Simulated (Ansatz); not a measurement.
# Na(110) slab, 5 layers: phonons and vibrational spectra

Aim: the vibrations of Na(110) slab, 5 layers, their spectra, and whether the structure is stable.

Program: Ansatz 0.2.0. Level of theory: DFT PBEsol, scalar-relativistic, plane waves, PAW; PAW set soft_1. Results are calculated unless marked as measured.

### 1. The starting structure

The cell holds 5 atoms: 5 Na. Cell: a = 3.663 Å, b = 3.663 Å, c = 24.964 Å, α = 90.0°, β = 90.0°, γ = 70.5°. It derives from Na. Vacuum lies along c.

Coordinates:

```cif
data_structure
_symmetry_space_group_name_H-M 'P 1'
_symmetry_Int_Tables_number 1
_cell_length_a 3.6633
_cell_length_b 3.6633
_cell_length_c 24.9642
_cell_angle_alpha 90.000
_cell_angle_beta 90.000
_cell_angle_gamma 70.529
_cell_volume 315.85
loop_
_atom_site_label
_atom_site_type_symbol
_atom_site_fract_x
_atom_site_fract_y
_atom_site_fract_z
_atom_site_occupancy
Na1 Na 0.00000 0.00000 0.26037 1
Na2 Na 0.50000 0.50000 0.38019 1
Na3 Na 0.00000 0.00000 0.50000 1
Na4 Na 0.50000 0.50000 0.61981 1
Na5 Na 0.00000 0.00000 0.73963 1
```

### 2. Bringing the structure to rest

The cell and atoms are relaxed, since residual forces and stress would shift the frequencies.

The program solves this slab on a cell height of its own, 47.7 Å, in place of the one typed.

File input.yaml:

```yaml
crystal:
  lattice:
    - [2.115, 2.99106, 0.0]
    - [-2.115, 2.99106, 0.0]
    - [0.0, 0.0, 24.96425]
  atoms:
    - { symbol: Na, position: [0.0, 0.0, 0.260372] }
    - { symbol: Na, position: [0.5, 0.5, 0.380186] }
    - { symbol: Na, position: [0.0, 0.0, 0.5] }
    - { symbol: Na, position: [0.5, 0.5, 0.619814] }
    - { symbol: Na, position: [0.0, 0.0, 0.739628] }
  periodic: [true, true, false]
kpoints:
  mp_grid: { grid: [10, 10, 1] }
hamiltonian:
  xc: pbesol
  pseudopotentials: { kind: paw, azcp: { folder: soft_1 }, xc_functional: pbe }
scf:
  occupations: { method: gaussian, width: 0.1 }
output:
  forces: true
  stress: true
  eigenvalues: true
  write_density: true
  write_potential: true
  elf: true
  volumetric_format: npy
relax:
  adjacent_minimum: "off"
  f_tol: 0.005
  max_steps: 80
  cell: { stress_2d_tol: 0.02 }
```

Command:

```bash
> ansatz run input.yaml --threads 4 --pin off --max-ram 16384MiB --backend cpu --events-out ev --progress --plain --runs-dir out
```

Numbers of over 12 decimals in the logs are rounded to 6 here.

What it wrote:

```text
Warning: crystal.periodic: the lattice vector that does not repeat stood 0.000° off the slab's normal, 24.964 Å along it as the deck builds it. The run solves the slab on a vector along the normal, 47.729 Å long, with every atom where it was (on the deck's vector they left 13.00 Å outside them, and the widest stretch free of ions among them is 2.99 Å). A fractional position that the run reports is one of the run's ce [...]
crystal.periodic: the lattice vector that does not repeat stood 0.000° off the slab's normal, 24.964 Å along it as the deck builds it. The run solves the slab on a vector along the normal, 47.729 Å long, with every atom where it was (on the deck's vector they left 13.00 Å outside them, and the widest stretch free of ions among them is 2.99 Å). A fractional position that the run reports is one of the run's cell, which [...]
Engine: ansatz 0.2.0, aarch64-unknown-linux-gnu
Pseudopotentials: kind: paw
Pseudopotential: Na, paw, valence charge 9, recommended cutoff 420 eV (normal), soft_1/Na.paw.azcp
Functional definition: PBEsol
  exchange = pbesol_x
  correlation = pbesol_c
Crystal: 5 atoms, lattice volume = 603.870 Å³
Basis set: ecut = 420 eV, 11713 PW (Γ), exchange–correlation on 50×50×640 points (8 copies of the dense FFT grid, shifted against one another)
Bands: 28, of which v1, the nominal top of the filled ones, is band 23 counted from 1 (22 counted from 0)
Symmetry: 8 space group operations
Space group: Cmmm (ITA 65), of the structure as read, at distance tolerance 8.5e-5 Å
k-points: 31 of 100
Non-local potential: Na, projectors of the file, l = 0: 3, l = 1: 2, l = 2: 1
PAW form: soft (Blöchl's): semilocal exchange-correlation on the pseudo side does not see the compensation charge
PAW frozen core: Na, regenerated for the run's functional, and the local potential with it (the file was generated under x = pbe(κ = 0.804, μ = 0.219515), c = pbe(β = 0.066725))
PAW one-centre angular grid: Na, 110 points (default); XC on 64 Gauss nodes
Initial density: superposition of atomic densities (neutral atoms: chi_scale 0, normalization atom)
Initial wavefunctions: pseudopotential atomic-orbital guess
Functional: x = pbesol(κ = 0.804, μ = 0.123457), c = pbesol(β = 0.046)
SCF iter   1: F=—  HF=-7379.166902 eV  |F-HF|=—  |Δ(HF+E_count)|=         —  Δρ=4.16e-3  dr2=2.09e0  ethr=3.10e-3  ⟨swp⟩=11.0  Hψ=4970  notcnv=0
preconditioner: auto → LDOS  [metal: Δε(μ)=0.002 eV  Ē_g=3.135 eV  σ=0.100 eV  W_gap=0.01  n_scr=26 (ndim 8)  ℏωp=3.4 eV  f_vac=0.644  D(μ)=3.41/eV (n_scr^D=14)  β→1.0]
SCF iter   2: F=—  HF=-7378.972200 eV  |F-HF|=—  |Δ(HF+E_count)|=   1.95e-1  Δρ=2.84e-3  dr2=2.55e-2  ethr=3.10e-3  ⟨swp⟩=2.5  Hψ=1275  notcnv=0  defer=23
SCF iter   3: F=—  HF=-7378.970417 eV  |F-HF|=—  |Δ(HF+E_count)|=   1.78e-3  Δρ=1.77e-3  dr2=1.18e-2  ethr=5.67e-5  ⟨swp⟩=2.1  Hψ=1692  notcnv=0  defer=23
SCF iter   4: F=—  HF=-7378.965574 eV  |F-HF|=—  |Δ(HF+E_count)|=   4.84e-3  Δρ=5.75e-4  dr2=2.59e-3  ethr=2.62e-5  ⟨swp⟩=2.0  Hψ=1310  notcnv=0  defer=23
SCF iter   5: F=—  HF=-7378.964977 eV  |F-HF|=—  |Δ(HF+E_count)|=   5.97e-4  Δρ=1.39e-4  dr2=8.01e-5  ethr=5.76e-6  ⟨swp⟩=2.3  Hψ=1552  notcnv=0  defer=23
SCF iter   6: F=—  HF=-7378.964974 eV  |F-HF|=—  |Δ(HF+E_count)|=   3.19e-6  Δρ=2.05e-5  dr2=5.38e-6  ethr=1.78e-7  ⟨swp⟩=2.0  Hψ=1442  notcnv=0  defer=23
SCF iter   7: F=—  HF=-7378.964974 eV  |F-HF|=—  |Δ(HF+E_count)|=   4.20e-7  Δρ=3.12e-6  dr2=3.58e-7  ethr=1.20e-8  ⟨swp⟩=2.9  Hψ=1559  notcnv=0  defer=23
iter 8 did not close the SCF: its close was put off until two iterations running show no level that it waits for move by more than its bar (scf_convergence_deferred on its scf_iter line)
SCF iter   8: F=-7378.964974 eV  HF=-7378.964974 eV  |F-HF|=1.71e-8  |Δ(HF+E_count)|=   2.72e-9  Δρ=2.64e-6  dr2=2.39e-8  ethr=2.22e-10  ⟨swp⟩=17.5  Hψ=6893  notcnv=0
iter 9 did not close the SCF: its close was put off until two iterations running show no level that it waits for move by more than its bar (scf_convergence_deferred on its scf_iter line)
SCF iter   9: F=-7378.964974 eV  HF=-7378.964974 eV  |F-HF|=3.87e-9  |Δ(HF+E_count)|=   7.91e-9  Δρ=2.75e-7  dr2=2.61e-9  ethr=5.31e-11  ⟨swp⟩=6.1  Hψ=5184  notcnv=0
SCF iter  10: F=-7378.964974 eV  HF=-7378.964974 eV  |F-HF|=5.02e-10  |Δ(HF+E_count)|=   5.00e-9  Δρ=6.55e-8  dr2=9.87e-11  ethr=5.81e-12  ⟨swp⟩=5.7  Hψ=4531  notcnv=0
SCF 1 converged in 10 iterations: F = -7378.964974 eV  dr2 = 9.87e-11
  greatest PAW one-centre occupation: 0.999 electrons in one spin orbital (limit 2), on the Na atom at site 4 (counted from 0), in its partial waves of l = 0
relax step   1: F+E_penalty+E_count = -7378.96497357 eV  Δ(F+E_penalty+E_count) = +0.000e0 eV  max|allowed force component| = 2.816e-2 eV/Å  Δτ_max = 0.0000 Å  P = -0.655 N/m  Ω = 603.870 Å³  fix = [c, alpha, beta]  reactions: c +0.000 N/m  (10 SCF iters, dr2 threshold 1.00e-7 eV, accepted)
Crystal: 5 atoms, lattice volume = 600.236 Å³
Basis set: ecut = 420 eV, 11577 PW (Γ), exchange–correlation on 50×50×640 points (8 copies of the dense FFT grid, shifted against one another)
Initial density: handed on by an earlier stage of this run
Initial wavefunctions: those handed on with the density
iter 1 solved again at ethr=3.43e-6 eV; its pass at ethr=3.10e-3 eV (dr2=1.55e-3 eV) is discarded
SCF iter   1: F=—  HF=-7378.970582 eV  |F-HF|=—  |Δ(HF+E_count)|=         —  Δρ=1.04e-4  dr2=1.40e-3  ethr=3.43e-6  ⟨swp⟩=2.6  Hψ=4854  notcnv=0
preconditioner: auto → LDOS  [metal: Δε(μ)=0.058 eV  Ē_g=3.004 eV  σ=0.100 eV  W_gap=0.32  n_scr=26 (ndim 8)  ℏωp=3.4 eV  f_vac=0.652  D(μ)=3.40/eV (n_scr^D=14)  β→1.0]
SCF iter   2: F=—  HF=-7378.970493 eV  |F-HF|=—  |Δ(HF+E_count)|=   8.85e-5  Δρ=4.06e-5  dr2=7.30e-5  ethr=3.10e-6  ⟨swp⟩=1.0  Hψ=868  notcnv=0
SCF iter   3: F=—  HF=-7378.970522 eV  |F-HF|=—  |Δ(HF+E_count)|=   2.90e-5  Δρ=4.39e-5  dr2=5.65e-6  ethr=1.62e-7  ⟨swp⟩=2.5  Hψ=1508  notcnv=0
SCF iter   4: F=-7378.970519 eV  HF=-7378.970519 eV  |F-HF|=3.49e-9  |Δ(HF+E_count)|=   3.06e-6  Δρ=3.98e-6  dr2=3.27e-7  ethr=1.11e-9  ⟨swp⟩=14.6  Hψ=8328  notcnv=0
SCF 2 converged in 4 iterations: F = -7378.970519 eV  dr2 = 3.27e-7
relax step   2: F+E_penalty+E_count = -7378.97051906 eV  Δ(F+E_penalty+E_count) = -5.545e-3 eV  max|allowed force component| = 2.248e-2 eV/Å  Δτ_max = 0.0242 Å  P = -0.571 N/m  Ω = 600.236 Å³  energy of the carried Pulay correction = +9.376e-6 eV  fix = [c, alpha, beta]  reactions: c -0.000 N/m  (4 SCF iters, dr2 threshold 5.00e-7 eV, accepted)
Crystal: 5 atoms, lattice volume = 570.532 Å³
[...]
SCF iter   2: F=—  HF=-7378.992453 eV  |F-HF|=—  |Δ(HF+E_count)|=   1.50e-3  Δρ=2.01e-4  dr2=1.99e-4  ethr=3.60e-5  ⟨swp⟩=1.4  Hψ=884  notcnv=0
SCF iter   3: F=—  HF=-7378.992551 eV  |F-HF|=—  |Δ(HF+E_count)|=   9.84e-5  Δρ=1.71e-4  dr2=7.92e-5  ethr=4.42e-7  ⟨swp⟩=2.0  Hψ=1577  notcnv=0
SCF iter   4: F=—  HF=-7378.992505 eV  |F-HF|=—  |Δ(HF+E_count)|=   4.64e-5  Δρ=1.55e-5  dr2=2.98e-6  ethr=1.76e-7  ⟨swp⟩=2.0  Hψ=1536  notcnv=0
SCF iter   5: F=-7378.992506 eV  HF=-7378.992506 eV  |F-HF|=7.67e-8  |Δ(HF+E_count)|=   1.24e-6  Δρ=2.73e-6  dr2=1.65e-7  ethr=9.83e-10  ⟨swp⟩=16.1  Hψ=7194  notcnv=0
SCF 3 converged in 5 iterations: F = -7378.992506 eV  dr2 = 1.65e-7
relax step   3: F+E_penalty+E_count = -7378.99250614 eV  Δ(F+E_penalty+E_count) = -2.199e-2 eV  max|allowed force component| = 2.691e-2 eV/Å  Δτ_max = 0.1014 Å  P = +0.106 N/m  Ω = 570.532 Å³  energy of the carried Pulay correction = +8.818e-5 eV  fix = [c, alpha, beta]  reactions: c +0.000 N/m  (5 SCF iters, dr2 threshold 4.43e-7 eV, accepted)
[...]
relax step   4: F+E_penalty+E_count = -7378.99673811 eV  Δ(F+E_penalty+E_count) = -4.232e-3 eV  max|allowed force component| = 1.439e-2 eV/Å  Δτ_max = 0.0651 Å  P = +0.223 N/m  Ω = 564.349 Å³  energy of the carried Pulay correction = +1.051e-4 eV  fix = [c, alpha, beta]  reactions: c +0.000 N/m  (5 SCF iters, dr2 threshold 7.14e-8 eV, accepted)
[...]
relax step   5: F+E_penalty+E_count = -7379.00031302 eV  Δ(F+E_penalty+E_count) = -3.575e-3 eV  max|allowed force component| = 9.473e-3 eV/Å  Δτ_max = 0.0507 Å  P = +0.021 N/m  Ω = 569.266 Å³  energy of the carried Pulay correction = +9.163e-5 eV  fix = [c, alpha, beta]  reactions: c +0.000 N/m  (5 SCF iters, dr2 threshold 8.99e-8 eV, accepted)
[...]
relax step   6: F+E_penalty+E_count = -7379.00060895 eV  Δ(F+E_penalty+E_count) = -2.959e-4 eV  max|allowed force component| = 1.815e-3 eV/Å  Δτ_max = 0.0257 Å  P = +0.010 N/m  Ω = 568.912 Å³  energy of the carried Pulay correction = +9.259e-5 eV  fix = [c, alpha, beta]  reactions: c +0.000 N/m  (6 SCF iters, dr2 threshold 5.61e-9 eV, accepted)
[...]
relax step   7: F+E_penalty+E_count = -7379.00062245 eV  Δ(F+E_penalty+E_count) = -1.350e-5 eV  max|allowed force component| = 6.401e-5 eV/Å  Δτ_max = 0.0070 Å  P = -0.003 N/m  Ω = 569.250 Å³  energy of the carried Pulay correction = +9.167e-5 eV  fix = [c, alpha, beta]  reactions: c -0.000 N/m  (7 SCF iters, accepted)
Initial wavefunctions: pseudopotential atomic-orbital guess (no wavefunctions were taken with the density)
iter 1 solved again at ethr=1.34e-6 eV; its pass at ethr=3.10e-3 eV (dr2=6.04e-4 eV) is discarded
SCF iter   1: F=—  HF=-7378.999280 eV  |F-HF|=—  |Δ(HF+E_count)|=         —  Δρ=4.58e-5  dr2=8.61e-7  ethr=1.34e-6  ⟨swp⟩=3.9  Hψ=7002  notcnv=0
eigensolver tolerance schedule: the retry pair's looser diagonalisation over-reported the residual by 700.31 of it (diagonalisation noise at 0.44 of the residual, at the tolerance the schedule requests for it); recorded, not acted on — ethr = c·dr2/N_el stays at c = 1.0e-1
preconditioner: auto → LDOS  [metal: Δε(μ)=0.024 eV  Ē_g=3.079 eV  σ=0.100 eV  W_gap=0.13  n_scr=26 (ndim 8)  ℏωp=3.5 eV  f_vac=0.650  D(μ)=1.95/eV (n_scr^D=10)  β→1.0]
SCF iter   2: F=—  HF=-7379.000523 eV  |F-HF|=—  |Δ(HF+E_count)|=   1.24e-3  Δρ=4.02e-6  dr2=3.82e-7  ethr=1.91e-9  ⟨swp⟩=3.6  Hψ=1838  notcnv=0
SCF iter   3: F=—  HF=-7379.000506 eV  |F-HF|=—  |Δ(HF+E_count)|=   1.66e-5  Δρ=2.92e-6  dr2=1.00e-7  ethr=8.48e-10  ⟨swp⟩=2.3  Hψ=1186  notcnv=0
SCF iter   4: F=—  HF=-7379.000521 eV  |F-HF|=—  |Δ(HF+E_count)|=   1.49e-5  Δρ=1.18e-6  dr2=1.31e-8  ethr=2.23e-10  ⟨swp⟩=1.7  Hψ=931  notcnv=0
SCF iter   5: F=—  HF=-7379.000523 eV  |F-HF|=—  |Δ(HF+E_count)|=   1.89e-6  Δρ=4.83e-7  dr2=9.74e-10  ethr=2.91e-11  ⟨swp⟩=2.1  Hψ=1421  notcnv=0
SCF iter   6: F=—  HF=-7379.000523 eV  |F-HF|=—  |Δ(HF+E_count)|=   9.47e-8  Δρ=5.64e-8  dr2=5.48e-11  ethr=2.16e-12  ⟨swp⟩=2.1  Hψ=1527  notcnv=0
SCF iter   7: F=—  HF=-7379.000523 eV  |F-HF|=—  |Δ(HF+E_count)|=   7.96e-9  Δρ=9.90e-9  dr2=1.99e-12  ethr=1.00e-12  ⟨swp⟩=1.4  Hψ=886  notcnv=0
SCF iter   8: F=-7379.000523 eV  HF=-7379.000523 eV  |F-HF|=7.37e-11  |Δ(HF+E_count)|=  8.09e-11  Δρ=3.51e-9  dr2=2.83e-13  ethr=1.00e-12  ⟨swp⟩=8.5  Hψ=3979  notcnv=0
SCF 8 converged in 8 iterations: F = -7379.000523 eV  dr2 = 2.83e-13
relax step   8: F+E_penalty+E_count = -7379.00052304 eV  Δ(F+E_penalty+E_count) = +9.941e-5 eV  max|allowed force component| = 6.503e-5 eV/Å  Δτ_max = 0.0000 Å  P = -0.003 N/m  Ω = 569.250 Å³  fix = [c, alpha, beta]  reactions: c -0.000 N/m  stress off target by 4.38e-3 N/m on what of the cell is left free  SCF on the basis re-selected at this cell (its energy is not comparable with the rows above)  (8 SCF iters)
basis re-selected at this cell: Δ(F+E_penalty+E_count) = +9.941e-5 eV, ΔP = -0.000 N/m vs the last step (what re-selecting the basis moved, of the pressure what is left beyond the Pulay correction that the steps carried, after the strain that the cell walked since its last selection, with what the two solves' SCF thresholds leave and, on support functions, any second-order correction that the steps lacked; it is no m [...]
SCF converged after 8 iterations
Free energy (F): -7379.000523 eV
Harris-Foulkes:  -7379.000523 eV  (|F-HF|=7.37e-11)
Internal energy: -7378.990796 eV  (E = F + TS)
E sigma→0 (E₀):  -7378.995660 eV
Entropy (-TS):   -0.009727 eV (-1.945 meV/atom)
Fermi energy:    -2.925087 eV
--- Per-component energies (eV) ---
  E_band       = -1411.483741
  E_kinetic    = 564.735288
  E_local      = -115668.500760  (includes V_loc(G=0)·N_el)
  E_nonlocal   = 1393.190591
  E_hartree    = 56509.815688
  E_xc         = -177.963720
  E_vxc        = -230.086128  (∫ρ·V_xc dr)
  E_paw        = -1418.368056  (= ΣΔE_a)
  E_vpaw       = -490.454158  (= ΣTr[D̂ρ^β])
  E_aug_tail   = 0.000106  (compensation charges beyond the density's cutoff)
  E_ewald      = 51417.826598
  E_core_change = 0.273469  (= ΣΔE_core)
  E_smearing   = -0.009727  (= −TS)
  E_closure    = 0.000000  (closes the sum)
  Σ components = -7379.000523   (vs F -7379.000523, Δ=0.00e0)
--- Forces (eV/Å), atoms counted from 1 ---
  atom   1  Na     0.00000000    -0.00000000     0.00006503
  atom   2  Na     0.00000000    -0.00000000     0.00000482
  atom   3  Na    -0.00000000     0.00000000     0.00000000
  atom   4  Na    -0.00000000     0.00000000    -0.00000482
  atom   5  Na    -0.00000000     0.00000000    -0.00006503
  max |Σ_I F_I| component: 3.94e-31 eV/Å
--- 2D stress c σ (N/m, compression-positive) ---
       -0.004380       0.000000       0.000000
        0.000000      -0.002295      -0.000000
        0.000000      -0.000000      -0.000000
  P = ½ c Tr σ = -0.0033 N/m
--- Band table (eV; the first three rows and the last of 31) ---
  k-point 0: bands = [... 19 lower, -27.6643, -6.1335, -5.7710, -5.1305, -4.2641, -3.2285, -2.3195, -1.0464, ... 1 higher]
  k-point 1: bands = [... 19 lower, -27.6657, -5.9909, -5.6293, -4.9901, -4.1253, -3.0916, -2.1896, -0.9116, ... 1 higher]
  k-point 2: bands = [... 19 lower, -27.6680, -5.5657, -5.2066, -4.5712, -3.7113, -2.6837, -1.7995, -0.5164, ... 1 higher]
  k-point 30: bands = [... 19 lower, -27.6752, -2.2987, -1.9795, -1.8349, -1.4676, -1.3960, -0.8343, -0.5821, ... 1 higher]
--- Relaxed structure (7 steps of the walk, 7 accepted, 1 SCFs on fresh bases) ---
  F+E_penalty+E_count = -7379.00052304 eV   max|allowed force component| = 6.503e-5 eV/Å   (the final SCF, on the basis selected at the relaxed cell)
  cell:  # Å, volume = 569.2497 Å³
    - [1.961792, 3.039777, 0]
    - [-1.961792, 3.039777, 0]
    - [0, 0, 47.728533196]
  atoms:
    - { symbol: Na, position: [0, 0, 0.135707] }
    - { symbol: Na, position: [0.5, 0.5, 0.198524] }
    - { symbol: Na, position: [0, 0, 0.261523] }
    - { symbol: Na, position: [0.5, 0.5, 0.324523] }
    - { symbol: Na, position: [0, 0, 0.387340] }
```

It took 59 s on 4 threads of Arm Neoverse V1, shared host; peak memory 1 GiB.

Relaxation path:

```csv
step,energy less that of the first step (eV),largest force component (eV/Å),volume (Å³)
1,0.0000,0.0282,603.87
2,-0.0055,0.0225,600.24
3,-0.0275,0.0269,570.53
4,-0.0318,0.0144,564.35
5,-0.0353,0.0095,569.27
6,-0.0356,0.0018,568.91
7,-0.0356,0.0001,569.25
8*,-0.0355,0.0001,569.25
```

Relaxation steps marked * repeat the geometry before them on a plane-wave basis chosen anew for their cell, so energy and pressure can jump there.

The run keeps the 8 symmetry operations that it works with, so distortions that break them were not tested.

```csv
cell as run,before,after,change
a (Å),3.663,3.618,-1.2 %
b (Å),3.663,3.618,-1.2 %
γ (°),70.53,65.67,-6.9 %
```

The atoms that moved most (Å, along periodic axes as changes of fractional coordinates times the final cell, across vacuum about the mean position):

```csv
atom,dx,dy,dz,length
Na1,0.000,0.000,-0.023,0.023
Na5,0.000,0.000,0.023,0.023
Na4,0.000,0.000,0.016,0.016
Na2,0.000,0.000,-0.016,0.016
```

The relaxed structure:

```xyz
5
Lattice="1.9618 3.0398 0.0000 -1.9618 3.0398 0.0000 0.0000 0.0000 47.7285" Properties=species:S:1:pos:R:3
Na    0.0000    0.0000    6.4771
Na    0.0000    3.0398    9.4753
Na    0.0000    0.0000   12.4821
Na    0.0000    3.0398   15.4890
Na    0.0000    0.0000   18.4872
```

Numbers from this step:

```yaml
gap_on_the_k_mesh: 0 eV
area_per_atom: 2.385 Å²
```

Electrostatic potential energy in the ac plane at fractional y = 0.000, with atoms of Na within 0.2 Å of it. With pseudopotentials it is smooth inside the atoms' cores, unlike the true potential.

Values in eV, 24 rows by 14 columns, each cell a mean:
```
  0   0   0   0   0   0   0   0   0   0   0   0   0   0
  0   0   0   0   0   0   0   0   0   0   0   0   0   0
  0   0   0   0   0   0   0   0   0   0   0   0   0   0
  0   0   0   0   0   0   0   0   0   0   0   0   0   0
  0   0   0   0   0   0   0   0   0   0   0   0   0   0
  0   0   0   0   0   0   0   0   0   0   0   0   0   0
  0   0   0   0   0   0   0   0   0   0   0   0   0   0
  0   0   0   0   0   0   0   0   0   0   0   0   0   0
  0   0   0   0   0   0   0   0   0   0   0   0   0   0
  0   0   0   0   0   0   0   0   0   0   0   0   0   0
  0   0   0   0   0   0   0   0   0   0   0   0   0   0
  0   0   0   0   0   0   0   0   0   0   0   0   0   0
  0   0   0   0   0   0   0   0   0   0   0   0   0   0
 -1  -1  -1  -1   0   0   0   0   0   0  -1  -1  -1  -1
-13 -12 -11  -7  -4  -2  -2  -1  -2  -3  -5  -9 -12 -12
 -3  -3  -2  -2  -1  -1  -1  -1  -1  -1  -1  -2  -2  -3
 -1  -1  -1  -1  -1  -1  -1  -1  -1  -1  -1  -1  -1  -1
-12 -12 -11  -7  -4  -2  -1  -1  -2  -3  -4  -8 -11 -12
 -3  -3  -2  -2  -1  -1  -1  -1  -1  -1  -1  -2  -3  -3
 -1  -1  -1  -1  -1  -1  -1  -1  -1  -1  -1  -1  -1  -1
-12 -12 -11  -7  -4  -2  -1  -1  -2  -3  -4  -8 -11 -12
 -4  -4  -3  -2  -1  -1  -1  -1  -1  -1  -2  -2  -3  -4
  0   0   0   0   0   0   0   0   0   0   0   0   0   0
  0   0   0   0   0   0   0   0   0   0   0   0   0   0
```
Columns run along a (3.6 Å; values clipped at the 3rd and 97th percentile), rows up along c (47.7 Å). Atoms in or near the plane, at fractional coordinates: Na at (0.00, 0.14), Na at (0.00, 0.26), Na at (0.00, 0.39).

Valence density in the ac plane at fractional y = 0.000, with atoms of Na within 0.2 Å of it. It is the smooth field of the valence electrons, not physical close to the nuclei.

Ten steps, logarithmic in the rise over the least value, from '_' (0.00 × 1e0 e/Å³) to '@' (8.06 × 1e0 e/Å³), each cell a mean:
```
____________________________
____________________________
____________________________
____________________________
____________________________
____________________________
____________________________
____________________________
____________________________
____________________________
____________________________
____________________________
____________________________
____________________________
@@%%**::..__________..--**@@
....____________________....
____________________________
@@%%**::..__________..--**@@
......__________________....
____________________________
@@%%**::..__________..--**@@
....______________________..
____________________________
____________________________
```
Columns run along a (3.6 Å), rows up along c (47.7 Å). Atoms in or near the plane, at fractional coordinates: Na at (0.00, 0.14), Na at (0.00, 0.26), Na at (0.00, 0.39).

[end of part 1 of 3]

[Logs are printed without paths, hosts, clocks, repeated set-up lines and the standing remarks that a program may print on its own settings, such as how far it seeks lower states.]

[Hosts, paths, dates, database ids (printed as entryN), source tags and the programs' standing remarks are cut or masked in the printed files.]
